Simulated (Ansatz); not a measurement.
# SrIBr (Pnma): spin-orbit coupling beyond the local functionals

Wanted: gaps of SrIBr (Pnma) with and without spin-orbit coupling, with cost.

Method: density functionals with and without spin-orbit coupling, plane waves, PAW, in Ansatz 0.2.0.

## 1. Starting point

Symmetry: Pnma, No. 62, orthorhombic system. The conventional cell has a = 8.169 Å, b = 5.132 Å, c = 11.031 Å, α = 90.00°, β = 90.00°, γ = 90.00°. Nearest to Sr lie 3 Br at 3.07 to 3.12 Å and 4 I at 3.39 to 3.51 Å. I has 4 Sr at 3.39 to 3.51 Å nearest. Nearest to Br lie 3 Sr at 3.07 to 3.12 Å. Farther neighbours and most contacts between anions are not listed.

The cell and positions are those that the Materials Project relaxed with its own functionals (PBE, PBE+U or r2SCAN), kept fixed. Spin-orbit coupling is left out unless a step names it. The default PAW set here is soft_2. Its files were made with PBE.

## 2. HSE06, 2×2×2 mesh

This step: DFT, HSE06, plane waves, PAW.

Contents of input.yaml:

```yaml
crystal:
  lattice:
    - [8.169106, 0.0, 0.0]
    - [0.0, 5.131914, 0.0]
    - [0.0, 0.0, 11.030852]
  atoms:
    - { symbol: Sr, position: [0.280131, 0.75, 0.4211] }
    - { symbol: Sr, position: [0.780131, 0.75, 0.0789] }
    - { symbol: Sr, position: [0.719869, 0.25, 0.5789] }
    - { symbol: Sr, position: [0.219869, 0.25, 0.9211] }
    - { symbol: I, position: [0.36716, 0.75, 0.109521] }
    - { symbol: I, position: [0.86716, 0.75, 0.390479] }
    - { symbol: I, position: [0.63284, 0.25, 0.890479] }
    - { symbol: I, position: [0.13284, 0.25, 0.609521] }
    - { symbol: Br, position: [0.517796, 0.75, 0.63716] }
    - { symbol: Br, position: [0.017796, 0.75, 0.86284] }
    - { symbol: Br, position: [0.482204, 0.25, 0.36284] }
    - { symbol: Br, position: [0.982204, 0.25, 0.13716] }
kpoints:
  mp_grid: { grid: [2, 2, 2] }
  band_path:
    path:
      - [0.0, 0.0, 0.0]
      - [0.5, 0.0, 0.0]
      - [0.5, 0.5, 0.0]
      - [0.0, 0.5, 0.0]
      - [0.0, 0.0, 0.5]
      - [0.5, 0.0, 0.5]
      - [0.5, 0.5, 0.5]
      - [0.0, 0.5, 0.5]
      - [0.0, 0.2, 0.5]
    npoints: 1
hamiltonian:
  xc: hse06
scf:
  occupations: { method: fixed }
  n_extra_bands: 8
output:
  eigenvalues: true
```

Launch:

```
$ ansatz run input.yaml --threads 3 --pin off --max-ram 92160MiB --backend cuda --events-out ev --progress --plain --runs-dir out --devices 1 --max-vram 13GiB
```

Numbers of over 12 decimals in the logs are rounded to 6 here.

The log of the run:

```text
scf.n_extra_bands = 8 over 68 filled bands (N_el = 136.0): the run solves 76 bands
exact exchange: scf.exx.singularity resolves to wigner_seitz, which cuts the screened interaction at the faces of the exchange supercell's Wigner-Seitz cell, so that each pair interacts once, at the shortest of its separations (the periodic images that this leaves out come, for a point-like exchange hole, to about 0.002 eV on a filled level). The cut falls within the interaction's reach, and what an exchange supercel [...]
GPUs: using 1 of 1 available (devices: 1).
Engine: ansatz 0.2.0, x86_64-unknown-linux-gnu
Pseudopotentials: kind: paw
Pseudopotential: Sr, paw, valence charge 10, recommended cutoff 420 eV (normal), Sr.paw.azcp
Pseudopotential: I, paw, valence charge 17, recommended cutoff 420 eV (normal), I.paw.azcp
Pseudopotential: Br, paw, valence charge 7, recommended cutoff 420 eV (normal), Br.paw.azcp
Functional definition: HSE06
  parameter a = 0.25
  parameter omega = 0.11/bohr
  exchange = pbe_x - a*pbe_x_sr(omega) + a*exact_x_sr(omega)
  correlation = pbe_c
davidson cushion auto → on  (no smearing: the cushion is to keep the highest requested band from converging to the state above it; pin scf.eigensolver.cushion to override)
device memory: the entry about to start is reckoned to put 4.8 GiB on a device that reports 35.7 GiB free (of which the cap on the GPU budget leaves the run 13.0 GiB)
GPU FFT provider: cuFFT
GPU libraries: cuBLAS 13.8.2, cuFFT 12.4.0, cuSOLVER 12.3.4
Crystal: 12 atoms, lattice volume = 462.448 Å³
Basis set: ecut = 420 eV, 9039 PW (Γ)
Bands: 76, of which v1, the nominal top of the filled ones, is band 68 counted from 1 (67 counted from 0)
Symmetry: 8 space group operations
Space group: Pnma (ITA 62), of the structure as read, at distance tolerance 7.7e-5 Å
k-points: 8
Non-local potential: Sr, projectors of the file, l = 0: 3, l = 1: 2, l = 2: 2
Non-local potential: I, projectors of the file, l = 0: 2, l = 1: 2, l = 2: 2, l = 3: 2
Non-local potential: Br, projectors of the file, l = 0: 2, l = 1: 2, l = 2: 2
PAW form: soft (Blöchl's): semilocal exchange-correlation on the pseudo side does not see the compensation charge
PAW frozen core: Sr, regenerated for the run's functional, and the local potential with it (the file was generated under x = pbe(κ = 0.804, μ = 0.219515), c = pbe(β = 0.066725))
PAW frozen core: I, regenerated for the run's functional, and the local potential with it (the file was generated under x = pbe(κ = 0.804, μ = 0.219515), c = pbe(β = 0.066725))
PAW frozen core: Br, regenerated for the run's functional, and the local potential with it (the file was generated under x = pbe(κ = 0.804, μ = 0.219515), c = pbe(β = 0.066725))
PAW one-centre angular grid: Sr, 110 points (default); XC on 64 Gauss nodes
[...]
Frozen-core exchange: fock
SCF iter   1: F=—  HF=-55421.855399 eV  |F-HF|=—  |Δ(HF+E_count)|=         —  Δρ=2.66e-5  dr2=1.81e-6  ethr=2.36e-7  ⟨swp⟩=4.8  Hψ=1692  notcnv=0
preconditioner: auto → none  [insulator: Δε(μ)=4.969 eV  Ē_g=10.337 eV  n_scr=76 (ndim 8)  ℏωp=13.8 eV  f_vac=0.080]
SCF iter   2: F=—  HF=-55421.855400 eV  |F-HF|=—  |Δ(HF+E_count)|=   5.11e-7  Δρ=1.26e-5  dr2=3.30e-7  ethr=1.24e-9  ⟨swp⟩=5.9  Hψ=1961  notcnv=0  defer=32
SCF iter   3: F=-55421.855400 eV  HF=-55421.855400 eV  |F-HF|=9.30e-9  |Δ(HF+E_count)|=   6.68e-8  Δρ=5.92e-6  dr2=5.00e-8  ethr=2.06e-10  ⟨swp⟩=3.5  Hψ=1511  notcnv=0  defer=4
SCF 3 converged in 3 iterations: F = -55421.855400 eV  dr2 = 5.00e-8
[...]
hybrid outer 2: dexx = +1.065e-6 eV, tail = 1.37e-7 eV, Δε = 3.05e-3 eV (about 1.47e-4 eV left of the loop's levels)
the search or the solves at the SCF's close seem to have found levels that the self-consistency loop had missed (the run counts 2). By its estimate they hold under 1e-12 electrons; where the run keeps them, the occupations were computed again with them
device memory: the entry about to start is reckoned to put 1.9 GiB on a device that reports 46.2 GiB free (of which the cap on the GPU budget leaves the run 13.0 GiB)
NSCF: frozen V_eff on 9 k-points
hybrid SCF converged: 2 outer / 9 inner (+2 warm-up), last move |dexx| = 1.06e-6 eV, tail = 1.37e-7 eV
Stability not checked: this state was not tested for a lower state beside it, because the functional holds exact exchange (a hybrid, or Hartree-Fock), whose exchange loop this test does not read (fock_operator; see scf.lower_state_search)
Free energy (F): -55421.855400 eV
Frozen-core exchange: fock
Harris-Foulkes:  -55421.855400 eV  (|F-HF|=9.30e-9)
Internal energy: -55421.855400 eV  (E = F + TS)
E sigma→0 (E₀):  -55421.855400 eV
Fermi energy:    3.103265 eV
--- Per-component energies (eV) ---
  E_band       = -2359.882933
  E_kinetic    = 2263.480007
  E_local      = -12599.617813  (includes V_loc(G=0)·N_el)
  E_nonlocal   = 722.462663
  E_hartree    = 5482.031092
  E_xc         = -1800.894168
  E_vxc        = -1262.832111  (∫ρ·V_xc dr)
  E_exx        = -347.774100  (= α·E_x^exact, valence–valence)
  E_paw        = -39185.206579  (= ΣΔE_a)
  E_vpaw       = -1751.883103  (= ΣTr[D̂ρ^β])
  E_aug_tail   = -0.000082  (compensation charges beyond the density's cutoff)
  E_ewald      = -9951.965405
  E_core_change = -4.371016  (= ΣΔE_core)
  E_smearing   = -0.000000  (= −TS)
  E_closure    = -0.000000  (closes the sum)
  Σ components = -55421.855400   (vs F -55421.855400, Δ=7.28e-12)
--- Band table (eV; the first three rows and the last of 8) ---
  k-point 0: bands = [... 64 lower, 2.8620, 2.8676, 2.9854, 3.1033, 8.0721, 8.4311, 8.7713, 8.8659, ... 4 higher]
  k-point 1: bands = [... 64 lower, 2.8601, 2.8601, 2.9469, 2.9469, 8.7928, 8.7928, 8.9207, 8.9207, ... 4 higher]
  k-point 2: bands = [... 64 lower, 3.0124, 3.0124, 3.0422, 3.0422, 9.0744, 9.0744, 9.3821, 9.3821, ... 4 higher]
  k-point 7: bands = [... 64 lower, 2.9083, 2.9083, 2.9083, 2.9083, 8.8594, 8.8594, 8.8594, 8.8594, ... 4 higher]
```

Run time: 63 s. Hardware: 1 × NVIDIA H100 80GB HBM3 (shared by 6 runs) with 3 threads of AMD EPYC 7R13 (Zen 3), shared host; peak memory 1.7 GiB.

In the SCF lines HF is the Harris–Foulkes energy and dr2 the Hartree energy of the density residual, in eV; the loop may stop once dr2 is under the threshold and the program's other checks hold. Hψ counts applications of the Hamiltonian.

This step gave:

```
gap                     : 4.966 eV
valence top at          : k = (0.000, 0.200, 0.500)
conduction bottom at    : Γ
least direct gap        : 4.969 eV
exact-exchange fraction : 0.25
```

The gap is indirect, with the least direct gap 0.002 eV higher.

## 3. HSE06+SOC, 2×2×2 mesh

The many-body steps leave out spin-orbit coupling, so its effect is taken from a two-component run, with twice the bands.

This step: DFT, HSE06 with spin-orbit coupling, plane waves, PAW.

input.yaml: that of step 2 with these lines changed.

```diff
@@ -36,3 +36,6 @@
   occupations: { method: fixed }
-  n_extra_bands: 8
+  n_extra_bands: 16
+magnetization:
+  noncollinear: true
+  spin_orbit: true
 output:
```

The log of the run:

```text
[...]
GPUs: using 1 of 1 available (devices: 1).
[...]
non-collinear run that drives no moment, with spin-orbit: no starting moment large enough to seed its density (crystal.atoms[].spin), no starting occupations that ask for one, no magnetisation constraint and no magnetic field, so the semilocal B_xc is pinned to zero
[...]
GPU FFT provider: cuFFT
GPU libraries: cuBLAS 13.8.2, cuFFT 12.4.0, cuSOLVER 12.3.4
Crystal: 12 atoms, lattice volume = 462.448 Å³
Basis set: ecut = 420 eV, 9039 PW (Γ)
Bands: 152, of which v1, the nominal top of the filled ones, is band 136 counted from 1 (135 counted from 0)
Symmetry: 8 space group operations + 8 with time reversal
[...]
k-points: 8
Projection manifold: j_resolved (fully-relativistic pseudo-atomic orbitals)
[...]
GPU buffer pool allocated for 162000 grid points (all kernels)
[...]
SCF iter   1: F=—  HF=-55404.841767 eV  |F-HF|=—  |Δ(HF+E_count)|=         —  Δρ=3.49e-2  dr2=1.41e1  dr2_m=0.00e0 (ungated)  ethr=1.00e-1  |M|=0.00e0 ∫|m|=0.00e0 μB  |m|>n=0.0e0 m-floor=0.0e0 τ_xc=0.0e0  β_m=0.30  ⟨swp⟩=9.4  Hψ=4599  notcnv=0
[...]
SCF iter   5: F=-55399.969225 eV  HF=-55399.969053 eV  |F-HF|=1.73e-4  |Δ(HF+E_count)|=   1.72e-2  Δρ=4.66e-4  dr2=1.13e-3  dr2_m=0.00e0 (ungated)  ethr=1.44e-5  |M|=0.00e0 ∫|m|=0.00e0 μB  |m|>n=0.0e0 m-floor=0.0e0 τ_xc=0.0e0  ⟨swp⟩=4.6  Hψ=3505  notcnv=0
SCF 1 stopped early in 5 iterations: F = -55399.969225 eV  dr2 = 1.13e-3
[...]
GPU FFT provider: cuFFT
GPU libraries: cuBLAS 13.8.2, cuFFT 12.4.0, cuSOLVER 12.3.4
Projection manifold: j_resolved (fully-relativistic pseudo-atomic orbitals)
[...]
GPU buffer pool allocated for 162000 grid points (all kernels)
[...]
Frozen-core exchange: fock
SCF iter   1: F=—  HF=-55406.880071 eV  |F-HF|=—  |Δ(HF+E_count)|=         —  Δρ=2.63e-3  dr2=5.01e-2  dr2_m=0.00e0 (ungated)  ethr=8.32e-6  |M|=0.00e0 ∫|m|=0.00e0 μB  |m|>n=0.0e0 m-floor=0.0e0 τ_xc=0.0e0  β_m=0.30  ⟨swp⟩=8.8  Hψ=5922  notcnv=0
[...]
SCF iter   5: F=-55406.886913 eV  HF=-55406.886920 eV  |F-HF|=6.69e-6  |Δ(HF+E_count)|=   2.93e-4  Δρ=6.38e-5  dr2=1.62e-5  dr2_m=0.00e0 (ungated)  ethr=5.48e-8  |M|=0.00e0 ∫|m|=0.00e0 μB  |m|>n=0.0e0 m-floor=0.0e0 τ_xc=0.0e0  ⟨swp⟩=5.5  Hψ=4127  notcnv=0
SCF 2 stopped early in 5 iterations: F = -55406.886913 eV  dr2 = 1.62e-5
hybrid outer 1: dexx = +2.792e-2 eV, tail = 9.83e-5 eV
GPU FFT provider: cuFFT
GPU libraries: cuBLAS 13.8.2, cuFFT 12.4.0, cuSOLVER 12.3.4
Projection manifold: j_resolved (fully-relativistic pseudo-atomic orbitals)
GPU buffer pool allocated for 162000 grid points (all kernels)
[...]
Frozen-core exchange: fock
SCF iter   1: F=—  HF=-55406.887659 eV  |F-HF|=—  |Δ(HF+E_count)|=         —  Δρ=3.48e-5  dr2=6.41e-6  dr2_m=0.00e0 (ungated)  ethr=3.61e-7  |M|=0.00e0 ∫|m|=0.00e0 μB  |m|>n=0.0e0 m-floor=0.0e0 τ_xc=0.0e0  β_m=0.30  ⟨swp⟩=4.6  Hψ=3128  notcnv=0
[...]
SCF iter   4: F=-55406.887658 eV  HF=-55406.887658 eV  |F-HF|=3.01e-8  |Δ(HF+E_count)|=   1.88e-7  Δρ=2.38e-6  dr2=4.11e-8  dr2_m=0.00e0 (ungated)  ethr=2.69e-11  |M|=0.00e0 ∫|m|=0.00e0 μB  |m|>n=0.0e0 m-floor=0.0e0 τ_xc=0.0e0  ⟨swp⟩=2.8  Hψ=6068  notcnv=0
SCF 3 converged in 4 iterations: F = -55406.887658 eV  dr2 = 4.11e-8
[...]
NSCF: frozen V_eff on 9 k-points
[...]
Magnetization: |M| = 0.0000 μB,  M = (+0.0000, +0.0000, +0.0000) μB
Absolute magnetization: 0.0000 μB (∫|m|)
  site 0: m = (+0.0000, +0.0000, +0.0000) μB, |m| = 0.0000 μB  (R = 1.27 Å)
  site 1: m = (+0.0000, +0.0000, +0.0000) μB, |m| = 0.0000 μB  (R = 1.27 Å)
  site 2: m = (+0.0000, +0.0000, +0.0000) μB, |m| = 0.0000 μB  (R = 1.27 Å)
  site 3: m = (+0.0000, +0.0000, +0.0000) μB, |m| = 0.0000 μB  (R = 1.27 Å)
  site 4: m = (+0.0000, +0.0000, +0.0000) μB, |m| = 0.0000 μB  (R = 1.40 Å)
  site 5: m = (+0.0000, +0.0000, +0.0000) μB, |m| = 0.0000 μB  (R = 1.40 Å)
  site 6: m = (+0.0000, +0.0000, +0.0000) μB, |m| = 0.0000 μB  (R = 1.40 Å)
  site 7: m = (+0.0000, +0.0000, +0.0000) μB, |m| = 0.0000 μB  (R = 1.40 Å)
  site 8: m = (+0.0000, +0.0000, +0.0000) μB, |m| = 0.0000 μB  (R = 1.27 Å)
  site 9: m = (+0.0000, +0.0000, +0.0000) μB, |m| = 0.0000 μB  (R = 1.27 Å)
  site 10: m = (+0.0000, +0.0000, +0.0000) μB, |m| = 0.0000 μB  (R = 1.27 Å)
  site 11: m = (+0.0000, +0.0000, +0.0000) μB, |m| = 0.0000 μB  (R = 1.27 Å)
Free energy (F): -55406.887658 eV
Frozen-core exchange: fock
[...]
Internal energy: -55406.887658 eV  (E = F + TS)
E sigma→0 (E₀):  -55406.887658 eV
Fermi energy:    3.363658 eV
[...]
--- Band table (eV; the first three rows and the last of 8) ---
  k-point 0: bands = [... 132 lower, 3.2059, 3.2059, 3.3637, 3.3637, 8.0715, 8.0715, 8.4300, 8.4300, ... 12 higher]
  k-point 1: bands = [... 132 lower, 3.2155, 3.2155, 3.2155, 3.2155, 8.7917, 8.7917, 8.7917, 8.7917, ... 12 higher]
  k-point 2: bands = [... 132 lower, 3.1643, 3.1643, 3.1643, 3.1643, 9.0712, 9.0712, 9.0712, 9.0712, ... 12 higher]
  k-point 7: bands = [... 132 lower, 3.0872, 3.0872, 3.0872, 3.0872, 8.8557, 8.8557, 8.8557, 8.8557, ... 12 higher]
```

Run time: 3.9 min. Hardware: 1 × NVIDIA H100 80GB HBM3 (shared by 6 runs) with 3 threads; peak memory 3.2 GiB; 6.2 min of CPU time.

This step gave:

```
gap                     : 4.708 eV
valence top at          : Γ
conduction bottom at    : Γ
least direct gap        : 4.708 eV
exact-exchange fraction : 0.25
```

The gap stands −0.26 eV against HSE06, and the valence top moves to Γ.

## 4. Together

Times are wall times on 1 × NVIDIA H100 80GB HBM3 (shared by 6 runs) with 3 threads of AMD EPYC 7R13 (Zen 3), shared host, good to a factor of about two.

| level | gap (eV) | with coupling (eV) | change (eV) | time | with coupling |
| --- | --- | --- | --- | --- | --- |
| HSE06 | 4.97 | 4.71 | −0.26 | 63 s | 3.9 min |

## 5. Results

```yaml
hse06: 4.97 eV
hse06_soc: 4.71 eV
```

Spin-orbit coupling changes the gap by −0.26 eV and the least direct gap by −0.26 eV.

[Paths, hosts, dates, memory and timing lines, banners, echoed tables and standing remarks are left out of the program output.]

[Logs are printed without paths, hosts, clocks, repeated set-up lines and the standing remarks that a program may print on its own settings, such as how far it seeks lower states.]

[Runs of the session that timed out or met a known fault of the program may be left out.]

[Cells called generated may have been cut or substituted from an entry of the Crystallography Open Database or the Materials Project.]

[Hosts, paths, dates, database ids (printed as entryN), source tags and the programs' standing remarks are cut or masked in the printed files.]
